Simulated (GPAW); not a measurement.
# Ni K ELNES/XANES of MgNi3C (Pm-3m) from DFT, part 2 of 2

Aim: the dependence of the Ni K near-edge features of MgNi3C (Pm-3m) on volume.

GPAW 26.7.0; X-ray absorption from dipole matrix elements to empty bands, plane-wave PAW LDA.

So far. Step 8 (Spectrum with XCH, Ni atom 1): Against the first run the r.m.s. difference is 4 %. The highest intensity below 24 eV goes from 20.8 eV (1.67) to 20.3 eV (1.66).

## Step 10: Spectrum with XCH, Ni atom 1

Changed against the first core-hole run: volume scale from 1 to 1.06.

xas.py

```python
import numpy as np
from ase import Atoms
from ase.parallel import parprint, paropen
from gpaw import GPAW, PW, FermiDirac, Mixer, MixerDif, setup_paths
from gpaw.test import gen
setup_paths.insert(0, '.')
gen('Ni', name='fch1s', xcname='LDA', corehole=(1, 0, 1), write_xml=True)
from gpaw.mpi import world
world.barrier()

atoms = Atoms('Ni6Mg2C2',
    cell=[[3.88360328, 0, 3.88360328],
     [0, 3.88360328, 3.88360328],
     [-3.88360328, 0, 3.88360328]],
    scaled_positions=[[0, 0.5, 0.5],
     [0.5, 0.5, 0],
     [0.5, 0, 0],
     [0, 0, 0.5],
     [0, 0.5, 0],
     [0.5, 0.5, 0.5],
     [0, 0, 0],
     [0.5, 0, 0.5],
     [0.25, 0.5, 0.75],
     [0.75, 0.5, 0.25]],
    magmoms=[2.0, 2.0, 2.0, 2.0, 2.0, 2.0, 0.0, 0.0, 0.0, 0.0],
    pbc=True)
atoms.calc = calc = GPAW(legacy_gpaw=True, mode=PW(430), xc='LDA', setups={0: 'fch1s'},
    kpts={'size': (4, 4, 4), 'gamma': True}, occupations=FermiDirac(0.1),
    charge=-1, mixer=MixerDif(0.05, 8, 50), maxiter=150,
    convergence={'density': 0.0001}, txt='scf.txt')
energy = atoms.get_potential_energy() + calc.get_reference_energy()
ef = calc.get_fermi_level()
out = dict(energy=energy, fermi=ef, forces=atoms.get_forces().tolist(), magmoms=atoms.get_magnetic_moments().tolist())
parprint(f'all-electron energy {energy:.4f} eV, Fermi level {ef:.4f} eV')
ev = np.array([[calc.get_eigenvalues(k, s) for k in range(len(calc.get_ibz_k_points()))] for s in range(calc.get_number_of_spins())])
out['homo'], out['lumo'], out['counts'] = ev[ev < ef].max(), ev[ev > ef].min(), sorted(set((ev < ef).sum((0, 2)).tolist()))
out['filled'] = (ev[:, 0] < ef).sum(1).tolist()

from ase.units import Ha
from gpaw.xas import dipole_matrix_elements
nb = int(calc.get_number_of_electrons() / 2) + 103
top, nb = nb, nb + 8 + nb // 12
nscf = calc.fixed_density(kpts={'size': (5, 5, 5), 'gamma': True}, nbands=nb,
    convergence={'bands': top, 'eigenstates': 1e-5}, maxiter=60, txt='nscf.txt')
cell = atoms.cell.array
ops = [cell.T @ U.T @ np.linalg.inv(cell.T) for U in nscf.wfs.kd.symmetry.op_scc]
E = np.arange(-6, 34, 0.1)
fwhm = np.interp(E, [4, 25], [1.44, 3.5])
Y, X, zero, highest = 0, 0, 1e9, 1e9
for spin in range(nscf.get_number_of_spins()):
    wfs = nscf.wfs
    A = dipole_matrix_elements(wfs.setups[0])
    eps = np.zeros((wfs.kd.nibzkpts, nb))
    d = np.zeros((3, A.shape[1], wfs.kd.nibzkpts, nb), complex)
    for kpt in wfs.kpt_u:
        if kpt.s == spin and 0 in kpt.P_ani:
            eps[kpt.k] = kpt.eps_n * Ha
            d[:, :, kpt.k] = (kpt.weight * wfs.nspins / 2) ** 0.5 * np.inner(A, kpt.P_ani[0])
    world.sum(eps)
    world.sum(d)
    T = np.einsum('amkn,bmkn->abkn', d, d.conj()).real
    T = sum(np.einsum('ai,ijkn,bj->abkn', R, T, R) for R in ops) / len(ops)
    empty = eps > ef
    zero, highest = min(zero, eps[empty].min()), min(highest, eps[:, top - 1].min())
    lines = [(eps, T, empty)] if spin == 0 else lines + [(eps, T, empty)]
for eps, T, empty in lines:
    f = np.einsum('aakn->akn', T).reshape(3, -1)
    x = eps.ravel() - zero
    w = np.interp(x, E, fwhm) / 2.35482
    g = np.exp(-0.5 * ((E[:, None] - x) / w) ** 2) / (w * (2 * np.pi) ** 0.5)
    Y = Y + (f * empty.ravel()) @ g.T
    X = X + (f * ~empty.ravel()) @ g.T
out.update(E=E.round(2).tolist(), xas=Y.tolist(), xes=X.tolist(), zero=zero, valid=highest - zero, nk=len(eps), nb=nb)
for i in range(0, len(E), 10):
    parprint(f'{E[i]:7.2f}', *(f'{v:10.3e}' for v in Y[:, i]))
import json
with paropen('out.json', 'w') as f:
    json.dump(out, f)
```

The run is started by

```console
> OMP_NUM_THREADS=1 mpirun -n 2 gpaw python xas.py
```

It took 6.7 min on 2 MPI ranks of Arm Neoverse V2, shared host; peak memory 0.71 GiB.

| E (eV) | first run | this run |
| --- | --- | --- |
| -2.0 | 0.00 | 0.00 |
| -1.0 | 0.03 | 0.03 |
| 0.0 | 0.27 | 0.25 |
| 1.0 | 0.36 | 0.33 |
| 2.0 | 0.37 | 0.37 |
| 3.0 | 0.55 | 0.53 |
| 4.0 | 0.67 | 0.63 |
| 5.0 | 0.72 | 0.72 |
| 6.0 | 0.88 | 0.88 |
| 7.0 | 1.20 | 1.19 |
| 8.0 | 1.19 | 1.07 |
| 9.0 | 0.89 | 0.83 |
| 10.0 | 0.79 | 0.80 |
| 11.0 | 0.85 | 0.86 |
| 12.0 | 0.88 | 0.88 |
| 13.0 | 0.94 | 1.02 |
| 14.0 | 1.14 | 1.26 |
| 15.0 | 1.39 | 1.48 |
| 16.0 | 1.56 | 1.58 |
| 17.0 | 1.60 | 1.53 |
| 18.0 | 1.53 | 1.49 |
| 19.0 | 1.52 | 1.58 |
| 20.0 | 1.63 | 1.64 |
| 21.0 | 1.67 | 1.54 |
| 22.0 | 1.55 | 1.39 |
| 23.0 | 1.40 | 1.33 |
| 24.0 | 1.36 | 1.35 |
| 25.0 | 1.40 | 1.32 |
| 26.0 | 1.38 | 1.18 |
| 27.0 | 1.23 | 0.98 |
| 28.0 | 1.03 | 0.85 |
| 29.0 | 0.89 | 0.82 |
| 30.0 | 0.86 | 0.85 |
| 31.0 | 0.88 | 0.85 |
| 32.0 | 0.89 | 0.83 |

The scaled spectrum changes by 8 % r.m.s. The highest intensity below 24 eV goes from 20.8 eV (1.67) to 19.9 eV (1.65).

The photon energy of the zero moves by -0.11 eV.

## Step 11: The volumes side by side

| volume | nearest distance (Å) | shift of the zero (eV) | maximum 1 (eV above own zero) | maximum 2 (eV above own zero) | maximum 3 (eV above own zero) |
| --- | --- | --- | --- | --- | --- |
| 0.91 | 1.846 | +0.15 | 7.8 | 17.8 | 22.2 |
| 1 | 1.904 | +0.00 | 7.5 | 16.7 | 20.8 |
| 1.03 | 1.923 | -0.06 | 7.4 | 16.4 | 20.3 |
| 1.06 | 1.942 | -0.11 | 7.3 | 16.1 | 19.9 |

The curves, each shifted by its zero's change so that they share one photon-energy axis, counted from the zero at V × 1:

| E (eV) | V × 0.91 | V × 1 | V × 1.03 | V × 1.06 |
| --- | --- | --- | --- | --- |
| -2.0 | 0.00 | 0.00 | 0.00 | 0.00 |
| -1.0 | 0.02 | 0.03 | 0.03 | 0.04 |
| 0.0 | 0.25 | 0.27 | 0.28 | 0.28 |
| 1.0 | 0.43 | 0.36 | 0.34 | 0.33 |
| 2.0 | 0.36 | 0.37 | 0.38 | 0.39 |
| 3.0 | 0.54 | 0.55 | 0.55 | 0.55 |
| 4.0 | 0.71 | 0.67 | 0.65 | 0.63 |
| 5.0 | 0.74 | 0.72 | 0.73 | 0.73 |
| 6.0 | 0.86 | 0.88 | 0.89 | 0.91 |
| 7.0 | 1.11 | 1.20 | 1.21 | 1.21 |
| 8.0 | 1.37 | 1.19 | 1.11 | 1.03 |
| 9.0 | 1.09 | 0.89 | 0.85 | 0.82 |
| 10.0 | 0.84 | 0.79 | 0.80 | 0.81 |
| 11.0 | 0.79 | 0.85 | 0.86 | 0.86 |
| 12.0 | 0.87 | 0.88 | 0.88 | 0.89 |
| 13.0 | 0.89 | 0.94 | 0.98 | 1.04 |
| 14.0 | 0.95 | 1.14 | 1.22 | 1.28 |
| 15.0 | 1.16 | 1.39 | 1.45 | 1.50 |
| 16.0 | 1.40 | 1.56 | 1.58 | 1.58 |
| 17.0 | 1.57 | 1.60 | 1.56 | 1.52 |
| 18.0 | 1.63 | 1.53 | 1.50 | 1.49 |
| 19.0 | 1.57 | 1.52 | 1.55 | 1.59 |
| 20.0 | 1.52 | 1.63 | 1.65 | 1.64 |
| 21.0 | 1.58 | 1.67 | 1.61 | 1.53 |
| 22.0 | 1.68 | 1.55 | 1.45 | 1.37 |
| 23.0 | 1.65 | 1.40 | 1.35 | 1.33 |
| 24.0 | 1.50 | 1.36 | 1.36 | 1.35 |
| 25.0 | 1.41 | 1.40 | 1.37 | 1.31 |
| 26.0 | 1.45 | 1.38 | 1.28 | 1.16 |
| 27.0 | 1.51 | 1.23 | 1.09 | 0.96 |
| 28.0 | 1.45 | 1.03 | 0.92 | 0.84 |
| 29.0 | 1.27 | 0.89 | 0.84 | 0.82 |
| 30.0 | 1.07 | 0.86 | 0.85 | 0.85 |
| 31.0 | 0.94 | 0.88 | 0.87 | 0.85 |
| 32.0 | 0.91 | 0.89 | 0.85 | 0.83 |

## Step 12: Outcome

```json
{
 "absorber and edge": "Ni K, atom 1 of the ground-state input (counted from 1)",
 "surroundings": "2 C at 1.90 Å (linear, site symmetry 4/mmm)",
 "highest intensity below 24 eV": "20.8 eV above the zero, height 1.67",
 "photon energy of the zero (spin-polarised hole, raw)": "8311.8 eV (LDA puts this hole about 18 eV below PBE, itself good to a few eV)"
}
```

In words: From V × 0.91 to V × 1.06 the nearest distance grows by 0.096 Å and the zero moves by -0.26 eV. Above their own zero, the maxima move from 7.8 to 7.3 eV, from 17.8 to 16.1 eV and from 22.2 to 19.9 eV. The one highest in energy moves most, in the direction that the rule ΔE·R² ≈ constant for scattering resonances gives. The Ni K edge of atom 1, with 2 C at 1.90 Å (linear, site symmetry 4/mmm), has its highest intensity of the first 24 eV at 20.8 eV above the zero, near 8333 eV in photon energy (LDA puts this hole about 18 eV below PBE, itself good to a few eV), 1.7 times the mean level of the first 20 eV (Gaussian full width 1.44 eV up to 4 eV, rising linearly to 3.5 eV at 25 eV). The strongest dipole feature below the main edge lies at 0.7 eV (height 0.39); the site has an inversion centre, so it comes from p states mixed with the neighbours' empty states, not from local p–d mixing. The hole lies in one spin channel, while the script sums the empty states of both and takes the lower zero; where the two channels are split, this blurs and shifts the curve. Quadrupole 1s→3d transitions, which feed the pre-edge, are not in the dipole spectrum. The starting moments shrank to 0.00 μB or less, so this is hardly a magnetic state. The holes are only 5.4 Å apart, so the shape is probably not converged with cell size; no larger cell was run here. The mesh is coarse (0.33 Å⁻¹ between points), so small maxima may be mesh ripples. Lifetime broadening is put in by hand, and intensities beyond about 20 eV depend on it and on the partial waves. The structure is a published determination, not relaxed.

[Logs are printed without paths, hosts, clocks, repeated set-up lines and the standing remarks that a program may print on its own settings, such as how far it seeks lower states.]

[Hosts, paths, dates, database ids (printed as entryN), source tags and the programs' standing remarks are cut or masked in the printed files.]

[Lists of maxima count a maximum above −3 eV only where it reaches 4 % of the highest in the window and stands out from its surroundings by 2 % of it (1.5 % where it reaches 55 %); shoulders and weaker maxima are passed over, and of the rest the first, up to two pre-edge ones and the few strongest are named.]
